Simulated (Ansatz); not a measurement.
**ScAlSe3 (model cell, started as cubic perovskite with Al in the octahedra): a soft mode frozen in**

Which phase does ScAlSe3 (model cell, started as cubic perovskite with Al in the octahedra) fall into along its unstable mode, and how much energy does it gain?

Calculated with Ansatz 0.2.0; DFT PBE, scalar-relativistic, plane waves, PAW; PAW set soft_1.

The structure was built from a prototype and need not be the compound's stable phase.

### Step 1. The structure

Symmetry: Pm-3m, No. 221, cubic system. The conventional cell has a = 4.862 Å, b = 4.862 Å, c = 4.862 Å, α = 90.00°, β = 90.00°, γ = 90.00°. Nearest to Sc lie 12 Se at 3.44 Å. Al has 6 Se at 2.43 Å nearest. Se has 2 Al at 2.43 Å and 4 Sc at 3.44 Å nearest. Farther neighbours and most contacts between anions are not listed.

### Step 2. Phonons on a q mesh

The cell comes from relaxations at this level that are not shown. Stability and thermal properties need the whole zone. Linear response on a 2×2×2 q mesh gives force constants as far as a supercell of that size would.

Input file input.yaml:

```yaml
crystal:
  lattice:
    - [4.8618479548, 0.0, 0.0]
    - [0.0, 4.8618479548, 0.0]
    - [0.0, 0.0, 4.8618479548]
  atoms:
    - { symbol: Sc, position: [0.0, 0.0, 0.0] }
    - { symbol: Al, position: [0.5, 0.5, 0.5] }
    - { symbol: Se, position: [0.5, 0.5, 0.0] }
    - { symbol: Se, position: [0.5, 0.0, 0.5] }
    - { symbol: Se, position: [0.0, 0.5, 0.5] }
kpoints:
  mp_grid: { grid: [8, 8, 8] }
hamiltonian:
  xc: pbe
  pseudopotentials: { kind: paw, azcp: { folder: soft_1 } }
scf:
  occupations: { method: methfessel_paxton, width: 0.2 }
output:
  eigenvalues: true
phonons:
  method: dfpt
  qmesh: [2, 2, 2]
  temperatures: { t_max: 1000, t_step: 50 }
  qpath:
    path:
      - [[0.0, 0.0, 0.0], [0.0, 0.5, 0.0], [0.5, 0.5, 0.0], [0.0, 0.0, 0.0], [0.5, 0.5, 0.5], [0.0, 0.5, 0.0]]
      - [[0.5, 0.5, 0.5], [0.5, 0.5, 0.0]]
    npoints: 10
```

Command:

```sh
$ ansatz run input.yaml --threads 4 --pin off --max-ram 16384MiB --backend cpu --events-out ev --progress --plain --runs-dir out
```

Numbers of over 12 decimals in the logs are rounded to 6 here.

What it wrote:

```text
Engine: ansatz 0.2.0, aarch64-unknown-linux-gnu
Pseudopotentials: kind: paw
Pseudopotential: Sc, paw, valence charge 11, recommended cutoff 420 eV (normal), soft_1/Sc.paw.azcp
Pseudopotential: Al, paw, valence charge 3, recommended cutoff 420 eV (normal), soft_1/Al.paw.azcp
Pseudopotential: Se, paw, valence charge 16, recommended cutoff 420 eV (normal), soft_1/Se.paw.azcp
Functional definition: PBE
  parameter kappa = 0.804
  parameter beta = 0.066725
  exchange = pbe_x(kappa = kappa, mu = beta*pi^2/3)
  correlation = pbe_c(beta = beta)
Crystal: 5 atoms, lattice volume = 114.922 Å³
Basis set: ecut = 420 eV, 2301 PW (Γ), exchange–correlation on 72×72×72 points (8 copies of the dense FFT grid, shifted against one another)
Bands: 38, of which v1, the nominal top of the filled ones, is band 31 counted from 1 (30 counted from 0)
Symmetry: 48 space group operations
k-points: 35 of 512
Non-local potential: Sc, projectors of the file, l = 0: 3, l = 1: 2, l = 2: 3, l = 3: 1
Non-local potential: Al, projectors of the file, l = 0: 2, l = 1: 2, l = 2: 1
Non-local potential: Se, projectors of the file, l = 0: 2, l = 1: 2, l = 2: 3, l = 3: 1
PAW form: soft (Blöchl's): semilocal exchange-correlation on the pseudo side does not see the compensation charge
PAW one-centre angular grid: Sc, 590 points (default); XC on 64 Gauss nodes
PAW one-centre angular grid: Al, 110 points (default); XC on 64 Gauss nodes
PAW one-centre angular grid: Se, 590 points (default); XC on 64 Gauss nodes
Initial density: superposition of atomic densities (chi_scale 0.1, normalization cell, long waves kept (reshape's long-wave potential 0.01 eV rms))
Initial wavefunctions: pseudopotential atomic-orbital guess
Functional: x = pbe(κ = 0.804, μ = 0.219515), c = pbe(β = 0.066725)
SCF iter   1: F=—  HF=-19084.208997 eV  |F-HF|=—  |Δ(HF+E_count)|=         —  Δρ=1.04e-1  dr2=2.56e1  ethr=3.10e-3  ⟨swp⟩=5.8  Hψ=4987  notcnv=0
preconditioner: auto → Kerker (q_TF=auto, 2.462 Å⁻¹)  [metal: Δε(μ)=0.011 eV  Ē_g=6.182 eV  σ=0.200 eV  W_gap=0.05  n_scr=26 (ndim 8)  ℏωp=17.0 eV  f_vac=0.000  D(μ)=10.84/eV (n_scr^D=146)]
SCF iter   2: F=—  HF=-19083.290815 eV  |F-HF|=—  |Δ(HF+E_count)|=   9.18e-1  S|Δr|=    0.00e0  Δρ=4.88e-2  dr2=5.85e0  ethr=3.10e-3  ⟨swp⟩=2.0  Hψ=1805  notcnv=0  defer=3
SCF iter   3: F=—  HF=-19082.962266 eV  |F-HF|=—  |Δ(HF+E_count)|=   3.29e-1  S|Δr|=    0.00e0  Δρ=1.59e-2  dr2=6.79e-1  ethr=3.10e-3  ⟨swp⟩=2.0  Hψ=1493  notcnv=0  defer=3
SCF iter   4: F=—  HF=-19082.923977 eV  |F-HF|=—  |Δ(HF+E_count)|=   3.83e-2  S|Δr|=    0.00e0  Δρ=5.82e-3  dr2=9.09e-2  ethr=1.10e-3  ⟨swp⟩=1.9  Hψ=1509  notcnv=0  defer=2
SCF iter   5: F=—  HF=-19082.918512 eV  |F-HF|=—  |Δ(HF+E_count)|=   5.47e-3  S|Δr|=    0.00e0  Δρ=1.86e-3  dr2=9.40e-3  ethr=1.47e-4  ⟨swp⟩=1.0  Hψ=1351  notcnv=0  defer=2
SCF iter   6: F=—  HF=-19082.917954 eV  |F-HF|=—  |Δ(HF+E_count)|=   5.57e-4  S|Δr|=    0.00e0  Δρ=1.07e-3  dr2=3.39e-3  ethr=1.52e-5  ⟨swp⟩=2.0  Hψ=2363  notcnv=0  defer=2
SCF iter   7: F=—  HF=-19082.917624 eV  |F-HF|=—  |Δ(HF+E_count)|=   3.31e-4  S|Δr|=    0.00e0  Δρ=6.28e-4  dr2=1.14e-3  ethr=5.46e-6  ⟨swp⟩=1.0  Hψ=1326  notcnv=0  defer=2
SCF iter   8: F=—  HF=-19082.917504 eV  |F-HF|=—  |Δ(HF+E_count)|=   1.19e-4  S|Δr|=    0.00e0  Δρ=1.63e-4  dr2=7.46e-5  ethr=1.83e-6  ⟨swp⟩=1.0  Hψ=1326  notcnv=0  defer=2
SCF iter   9: F=—  HF=-19082.917498 eV  |F-HF|=—  |Δ(HF+E_count)|=   5.66e-6  S|Δr|=    0.00e0  Δρ=4.50e-5  dr2=4.60e-6  ethr=1.20e-7  ⟨swp⟩=1.1  Hψ=1333  notcnv=0  defer=2
SCF iter  10: F=—  HF=-19082.917499 eV  |F-HF|=—  |Δ(HF+E_count)|=   3.40e-7  S|Δr|=    0.00e0  Δρ=5.30e-6  dr2=3.24e-8  ethr=7.42e-9  ⟨swp⟩=1.1  Hψ=1334  notcnv=0  defer=2
SCF iter  11: F=—  HF=-19082.917499 eV  |F-HF|=—  |Δ(HF+E_count)|=   1.94e-8  S|Δr|=    0.00e0  Δρ=1.50e-6  dr2=5.95e-9  ethr=5.22e-11  ⟨swp⟩=2.0  Hψ=2434  notcnv=0  defer=2
SCF iter  12: F=—  HF=-19082.917499 eV  |F-HF|=—  |Δ(HF+E_count)|=  4.22e-10  S|Δr|=    0.00e0  Δρ=4.16e-7  dr2=4.20e-10  ethr=9.60e-12  ⟨swp⟩=2.0  Hψ=1602  notcnv=0  defer=2
SCF iter  13: F=—  HF=-19082.917499 eV  |F-HF|=—  |Δ(HF+E_count)|=  1.35e-10  S|Δr|=    0.00e0  Δρ=1.17e-7  dr2=4.02e-11  ethr=1.00e-12  ⟨swp⟩=2.0  Hψ=1597  notcnv=0  defer=2
SCF iter  14: F=-19082.917499 eV  HF=-19082.917499 eV  |F-HF|=0.00e0  |Δ(HF+E_count)|=    0.00e0  S|Δr|=    0.00e0  Δρ=2.90e-8  dr2=1.85e-12  ethr=1.00e-12  ⟨swp⟩=5.5  Hψ=5243  notcnv=0
SCF 1 converged in 14 iterations: F = -19082.917499 eV  dr2 = 1.85e-12
  greatest PAW one-centre occupation: 1.000 electrons in one spin orbital (limit 2), on the Se atom at site 2 (counted from 0), in its partial waves of l = 2
Initial density: read from a saved state, or passed on in memory by an earlier SCF of this step, an earlier step, the calling program or the single point that the run made first
iter 1 solved again at ethr=8.25e-8 eV; its pass at ethr=3.10e-3 eV (dr2=5.12e-5 eV) is discarded
SCF iter   1: F=—  HF=-19082.917499 eV  |F-HF|=—  |Δ(HF+E_count)|=         —  Δρ=2.59e-7  dr2=1.13e-10  ethr=8.25e-8  ⟨swp⟩=3.0  Hψ=8158  notcnv=0
eigensolver tolerance schedule: the retry pair's looser diagonalisation over-reported the residual by 453720.26 of it (diagonalisation noise at an unbounded share of the residual, at the tolerance the schedule requests for it); recorded, not acted on — ethr = c·dr2/N_el stays at c = 1.0e-1
preconditioner: auto → Resta (q_TF=auto, 2.462 Å⁻¹)  ε∞=7.1  [insulator: Δε(μ)=0.140 eV  Ē_g=6.857 eV  σ=0.200 eV  W_gap=0.55  n_scr=26 (ndim 8)  ℏωp=17.0 eV  f_vac=0.000  D(μ)=1.32/eV (n_scr^D=6)  ε∞_Penn≈7.1]
SCF iter   2: F=—  HF=-19082.917499 eV  |F-HF|=—  |Δ(HF+E_count)|=   1.08e-7  S|Δr|=    0.00e0  Δρ=1.63e-7  dr2=2.52e-11  ethr=1.00e-12  ⟨swp⟩=3.7  Hψ=3397  notcnv=0
SCF iter   3: F=—  HF=-19082.917499 eV  |F-HF|=—  |Δ(HF+E_count)|=  5.09e-11  S|Δr|=    0.00e0  Δρ=9.95e-8  dr2=8.69e-12  ethr=1.00e-12  ⟨swp⟩=4.5  Hψ=4184  notcnv=0
SCF iter   4: F=-19082.917499 eV  HF=-19082.917499 eV  |F-HF|=3.64e-12  |Δ(HF+E_count)|=  2.18e-11  S|Δr|=    0.00e0  Δρ=4.09e-8  dr2=2.14e-12  ethr=1.00e-12  ⟨swp⟩=3.0  Hψ=3403  notcnv=0
SCF 2 converged in 4 iterations: F = -19082.917499 eV  dr2 = 2.14e-12
  greatest PAW one-centre occupation: 1.000 electrons in one spin orbital (limit 2), on the Se atom at site 3 (counted from 0), in its partial waves of l = 2
phonons: the bands overlap, so this run is a metal and interpolates without the dipole-dipole term. If the crystal is really an insulator or semiconductor, its LO-TO splitting is missing
NSCF: frozen V_eff on 35 k-points
NSCF: frozen V_eff on 125 k-points
DFPT response loops at q = (0, 0, 0) (fractional): preconditioner auto → Kerker (q_TF=auto, 2.462 Å⁻¹) (partly filled bands, converged f_vac=0.000); β = 1.00, the filter's whole step (`scf.mixing.beta` (0.50) is not read by the response loops under this deck's `scf.mixing.preconditioner`; to damp them name `kerker` or `kerker_dos`, under which they read `scf.mixing.beta`, and type it under 1.00, their step now; both keys bind the ground state too); Broyden in place of MSR1
NSCF: frozen V_eff on 250 k-points
DFPT response loops at q = (0, 0, -0.5) (fractional): mixed as the last ones told, above
NSCF: frozen V_eff on 250 k-points
DFPT response loops at q = (0, -0.5, -0.5) (fractional): mixed as the last ones told, above
NSCF: frozen V_eff on 250 k-points
DFPT response loops at q = (-0.5, -0.5, -0.5) (fractional): mixed as the last ones told, above
SCF converged after 14 iterations
Stability not checked: this state was not tested for a lower state beside it, because cold or Methfessel-Paxton smearing, or corrected tetrahedra, fill the levels in a way that the test cannot read (fill_not_monotonic; see scf.lower_state_search)
Free energy (F): -19082.917499 eV
Harris-Foulkes:  -19082.917499 eV  (|F-HF|=0.00e0)
Internal energy: -19082.923068 eV  (E = F + TS)
E sigma→0 (E₀):  -19082.918891 eV
Entropy (-TS):   0.005570 eV (1.114 meV/atom)
Fermi energy:    8.373645 eV
--- Per-component energies (eV) ---
  E_band       = -1315.801093
  E_kinetic    = 561.970837
  E_local      = -8932.746814  (includes V_loc(G=0)·N_el)
  E_nonlocal   = -911.038951
  E_hartree    = 4556.588699
  E_xc         = -379.349025
  E_vxc        = -406.501722  (∫ρ·V_xc dr)
  E_paw        = -7849.946161  (= ΣΔE_a)
  E_vpaw       = -740.660884  (= ΣTr[D̂ρ^β])
  E_aug_tail   = -0.001027  (compensation charges beyond the density's cutoff)
  E_ewald      = -6128.400626
  E_smearing   = 0.005570  (= −TS)
  E_closure    = -0.000000  (closes the sum)
  Σ components = -19082.917499   (vs F -19082.917499, Δ=0.00e0)
--- Band table (eV; the first three rows and the last of 35) ---
  k-point 0: bands = [... 27 lower, 7.1569, 7.1569, 7.6031, 7.6031, 7.6031, 8.5239, 8.5239, 8.6647, ... 3 higher]
  k-point 1: bands = [... 27 lower, 6.9466, 6.9671, 7.4922, 7.4949, 7.4949, 8.5862, 8.6778, 8.8199, ... 3 higher]
  k-point 2: bands = [... 27 lower, 6.4948, 6.4948, 7.3064, 7.3064, 8.2623, 8.7102, 8.7439, 9.2757, ... 3 higher]
  k-point 34: bands = [... 27 lower, 7.0896, 8.8015, 8.8476, 8.8476, 8.8476, 8.9055, 8.9055, 8.9055, ... 3 higher]
--- Phonons (Γ-DFPT): 4 representative perturbations + reference (Σ response iterations 12) ---
  ASR residual: 2.177e-5 → 0.000e0 eV/Å²; symmetrization residual: 4.348e-6 eV/Å²
  ASR residual per site (eV/Å²): 5.68e-6 1.94e-5 2.18e-5 2.18e-5 2.18e-5
  Γ frequencies (cm⁻¹): -187.02 -187.02 -187.02 -119.57 -119.57 -119.57 0.00 0.00 0.00 58.78 58.78 58.78 335.25 335.25 335.25
--- Phonons (arbitrary-q DFPT): 4 irreducible q on the 2×2×2 mesh ---
  q = [0.0000, 0.0000, 0.0000] (star 1, of the zone-centre solve; hermiticity 6.64e-7, symmetrization 2.57e-12): -187.02 -187.02 -187.02 -119.57 -119.57 -119.57 0.00 0.00 0.00 58.78 58.78 58.78 335.25 335.25 335.25
  q = [0.0000, 0.0000, -0.5000] (star 3, 9 solved perturbations in 975 linear systems a pass and spin channel, the states on 125 of 512 k-point pairs; hermiticity 3.40e-7, symmetrization 3.71e-12): -169.07 -169.07 -112.68 -90.14 -90.14 -38.90 -28.93 11.16 11.16 82.14 82.14 217.60 311.66 333.96 333.96
  q = [0.0000, -0.5000, -0.5000] (star 3, 9 solved perturbations in 975 linear systems a pass and spin channel, the states on 125 of 512 k-point pairs; hermiticity 4.75e-7, symmetrization 1.02e-12): -175.13 -175.13 -153.29 -88.39 -82.49 -82.49 56.97 56.97 74.63 106.71 181.48 247.53 323.54 323.54 332.38
  q = [-0.5000, -0.5000, -0.5000] (star 1, 4 solved perturbations in 350 linear systems a pass and spin channel, the states on 125 of 512 k-point pairs; hermiticity 3.41e-7, symmetrization 4.30e-12): -183.22 -183.22 -183.22 -175.20 -175.20 -175.20 91.82 91.82 91.82 181.33 181.33 267.85 337.00 337.00 337.00
  sum rule: each row above includes the acoustic sum rule's correction from the zone centre's row sums; it moved no ω² by more than (0.44 cm⁻¹)²
  mesh force constants: q→R imaginary residual 8.00e-18; ASR residual 2.177e-5 → 0.000e0 eV/Å²; symmetrization residual 8.882e-15 eV/Å²
  interpolated dispersion: 62 rows × 15 modes
  density of states and harmonic sums: on the 14×14×14 q-mesh, interpolated from the force constants of a 2×2×2 supercell (no non-analytic term)
  largest difference from the sums on the solved wave vectors: F 2.37e-2 eV, S 7.19e-5 and C_V 4.80e-5 eV/K
  zero-point energy: 0.100734 eV/cell   skipped modes (ω ≤ 0): 744, of them read as no rigid motion or as one in doubt: 741 (6.191e0 modes/cell left out, lowest -187.02 cm⁻¹)   left out of the sums: 4.13e-1 of the cell's modes: C_V's classical limit lies that fraction below 3 k_B per atom; for a crystal, a wire or a layer, F and S can be off by more, and a phonons.interpolated_qmesh denser along its periods is the remedy for the sampling
```

Run time: 5 min. Hardware: 4 threads of Arm Neoverse V2, shared host; peak memory 1.7 GiB.

Numbers from this step:

| Item | Value |
| --- | --- |
| volume per atom | 22.98 Å³ |
| gap on the k-mesh | 0 eV |
| sum-rule residual before enforcement | 2.18e-5 eV/Å² |
| lowest frequency on the path | -187.0 cm⁻¹ |
| point group | m-3m |
| highest frequency on the path or at a solved wavevector | 337 cm⁻¹ |
| highest optical mode at the zone centre (no LO-TO term) | 335.2 cm⁻¹ |
| lowest optical zone-centre mode | -187.0 cm⁻¹ |
| lowest mode on the q mesh (acoustic modes at Γ apart) | -187.0 cm⁻¹ |

Frequencies (cm⁻¹) solved at each irreducible wavevector; negative means imaginary. Frequencies by wavevector, by row:

```csv
q in reciprocal lattice units,star,mode 1,mode 2,mode 3,mode 4,mode 13,mode 14,mode 15
0 0 0,1,-187,-187,-187,-119.6,335.2,335.2,335.2
0 0 -0.5,3,-169.1,-169.1,-112.7,-90.1,311.7,334,334
0 -0.5 -0.5,3,-175.1,-175.1,-153.3,-88.4,323.5,323.5,332.4
-0.5 -0.5 -0.5,1,-183.2,-183.2,-183.2,-175.2,337,337,337
```

Interpolated from a 2×2×2 q mesh. The phonon branches at the labelled points (cm⁻¹):

```csv
point,branch 1,branch 2,branch 3,branch 4,branch 12,branch 13,branch 14,branch 15
Γ,-187,-187,-187,-120,59,335,335,335
halfway,-178,-178,-144,-116,152,327,335,335
X,-169,-169,-113,-90,218,312,334,334
halfway,-172,-145,-144,-137,223,318,330,333
M,-175,-175,-153,-88,248,324,324,332
halfway,-170,-161,-146,-131,172,326,332,334
Γ,-187,-187,-187,-120,59,335,335,335
halfway,-168,-168,-139,-132,190,327,327,336
R,-183,-183,-183,-175,268,337,337,337
halfway,-164,-164,-156,-149,230,324,329,336
X,-169,-169,-113,-90,218,312,334,334
jump to R,-183,-183,-183,-175,268,337,337,337
halfway,-178,-178,-165,-148,251,330,330,335
M,-175,-175,-153,-88,248,324,324,332
```

Symmetry leaves 4 wavevectors to solve. The lowest mode among them, the acoustic zeros apart, lies at Γ and is imaginary, 187.0i cm⁻¹, so the energy falls along it.

### Step 3. The mode frozen in, largest atomic shift 0 Å

The mode followed lies at q = (-0.5, -0.5, -0.5) with frequency 183.2i cm⁻¹ and is 3-fold degenerate, one of the unstable modes though not the softest. At small amplitude the distorted cell has space group no. 74 by a symmetry search on the positions. The undistorted cell that holds it gives the zero of energy on the same k mesh.

System of this step: ScAlSe3 (model cell, started as cubic perovskite with Al in the octahedra). It takes space group Pm-3m (No. 221, cubic). Conventional cell: a = 4.862 Å, b = 4.862 Å, c = 4.862 Å, α = 90.00°, β = 90.00°, γ = 90.00°. Nearest to Sc lie 12 Se at 3.44 Å. Al has 6 Se at 2.43 Å nearest. Se has 2 Al at 2.43 Å and 4 Sc at 3.44 Å nearest. Farther neighbours and most contacts between anions are not listed.

input.yaml, the sections that differ from step 2:

```yaml
crystal:
  lattice:
    - [4.8618479548, 4.8618479548, 0.0]
    - [4.8618479548, 0.0, 4.8618479548]
    - [4.8618479548, 0.0, -4.8618479548]
  atoms:
    - { symbol: Sc, position: [0.0, 0.0, 0.0] }
    - { symbol: Sc, position: [0.0, 0.5, 0.5] }
    - { symbol: Al, position: [0.5, 0.25, 0.75] }
    - { symbol: Al, position: [0.5, 0.75, 0.25] }
    - { symbol: Se, position: [0.5, 0.0, 0.0] }
    - { symbol: Se, position: [0.5, 0.5, 0.5] }
    - { symbol: Se, position: [0.0, 0.5, 0.0] }
    - { symbol: Se, position: [0.0, 0.0, 0.5] }
    - { symbol: Se, position: [0.5, 0.0, 0.5] }
    - { symbol: Se, position: [0.5, 0.5, 0.0] }
output:
  forces: true
  stress: true
  eigenvalues: true
# kpoints, hamiltonian, scf: as in step 2
# phonons: removed
```

What it wrote:

```text
[...]
Crystal: 10 atoms, lattice volume = 229.844 Å³
Basis set: ecut = 420 eV, 4573 PW (Γ), exchange–correlation on 96×96×96 points (8 copies of the dense FFT grid, shifted against one another)
Bands: 75, of which v1, the nominal top of the filled ones, is band 62 counted from 1 (61 counted from 0)
Symmetry: 96 space group operations
[...]
k-points: 29 of 512
[...]
k-point 0: bands = [... 58 lower, 7.6009, 7.6009, 8.5188, 8.5188, 8.6592, 8.6592, 8.6592, 8.7983, ... 9 higher]
  k-point 1: bands = [... 58 lower, 7.5734, 7.5734, 8.4017, 8.4017, 8.5932, 8.5932, 8.7065, 8.7551, ... 9 higher]
  k-point 2: bands = [... 58 lower, 7.5496, 7.8865, 8.0095, 8.0095, 8.5205, 8.6679, 8.6679, 8.8628, ... 9 higher]
  k-point 28: bands = [... 58 lower, 6.9377, 6.9377, 7.5370, 7.5370, 9.0497, 9.0497, 9.1705, 9.1705, ... 9 higher]
[key lines of the parts left out:]
SCF converged after 11 iterations
Free energy (F): -38165.844432 eV
Fermi energy:    8.360274 eV
P = ⅓ Tr σ = -0.0137 GPa (-0.137 kbar)
```

The job ended after 9.1 s (4 threads; peak memory 0.95 GiB; 35 s of CPU time).

This step gave:

```yaml
pressure: -0.01369 GPa
energy_from_the_undistorted_cell: 0 meV/atom
```

The run ends at a pressure of -0.01 GPa.

### Step 4. The mode frozen in, largest atomic shift 0.6 Å

The atoms are moved along the unstable eigenvector, the largest shift by 0.6 Å, with the cell fixed.

input.yaml, the sections that differ from step 3:

```yaml
crystal:
  lattice:
    - [4.8618479548, 4.8618479548, 0.0]
    - [4.8618479548, 0.0, 4.8618479548]
    - [4.8618479548, 0.0, -4.8618479548]
  atoms:
    - { symbol: Sc, position: [0.0872639524, -0.0872639524, 0.0] }
    - { symbol: Sc, position: [-0.0872639524, 0.5872639524, 0.5] }
    - { symbol: Al, position: [0.5, 0.25, 0.75] }
    - { symbol: Al, position: [0.5, 0.75, 0.25] }
    - { symbol: Se, position: [0.5, -0.0108310457, -0.0108310457] }
    - { symbol: Se, position: [0.5, 0.5108310457, 0.5108310457] }
    - { symbol: Se, position: [0.0, 0.5108310457, 0.0108310457] }
    - { symbol: Se, position: [0.0, -0.0108310457, 0.4891689543] }
    - { symbol: Se, position: [0.5216620915, -0.0216620915, 0.5] }
    - { symbol: Se, position: [0.4783379085, 0.5216620915, 0.0] }
# kpoints, hamiltonian, scf, output: as in step 3
```

What it wrote:

```text
[...]
Crystal: 10 atoms, lattice volume = 229.844 Å³
Basis set: ecut = 420 eV, 4573 PW (Γ), exchange–correlation on 96×96×96 points (8 copies of the dense FFT grid, shifted against one another)
Bands: 75, of which v1, the nominal top of the filled ones, is band 62 counted from 1 (61 counted from 0)
Symmetry: 8 space group operations
[...]
k-points: 95 of 512
[...]
k-point 0: bands = [... 58 lower, 7.5515, 7.5537, 7.6324, 8.0316, 8.5971, 8.7620, 8.9497, 8.9510, ... 9 higher]
  k-point 1: bands = [... 58 lower, 7.5077, 7.5350, 7.6500, 7.9942, 8.4864, 8.8228, 8.9365, 9.0058, ... 9 higher]
  k-point 2: bands = [... 58 lower, 7.4419, 7.6034, 7.8753, 8.1182, 8.1549, 8.8714, 9.1380, 9.1765, ... 9 higher]
  k-point 94: bands = [... 58 lower, 7.0126, 7.1521, 7.3571, 8.5281, 8.8827, 9.3338, 9.3366, 9.4971, ... 9 higher]
[key lines of the parts left out:]
SCF converged after 12 iterations
Free energy (F): -38167.397907 eV
Fermi energy:    8.286492 eV
P = ⅓ Tr σ = 2.6257 GPa (26.257 kbar)
```

The job ended after 26 s (4 threads; peak memory 1.5 GiB; 1.7 min of CPU time).

Numbers from this step:

| Property | Result |
| --- | --- |
| pressure | 2.626 GPa |
| energy from the undistorted cell | -155.3 meV/atom |

The energy, extrapolated to zero smearing, is -155.27 meV/atom against the undistorted cell.

The run ends at a pressure of 2.63 GPa, with forces up to 1.2 eV/Å.

[end of part 1 of 3]

[Logs are printed without paths, hosts, clocks, repeated set-up lines and the standing remarks that a program may print on its own settings, such as how far it seeks lower states.]

[Hosts, paths, dates, database ids (printed as entryN), source tags and the programs' standing remarks are cut or masked in the printed files.]
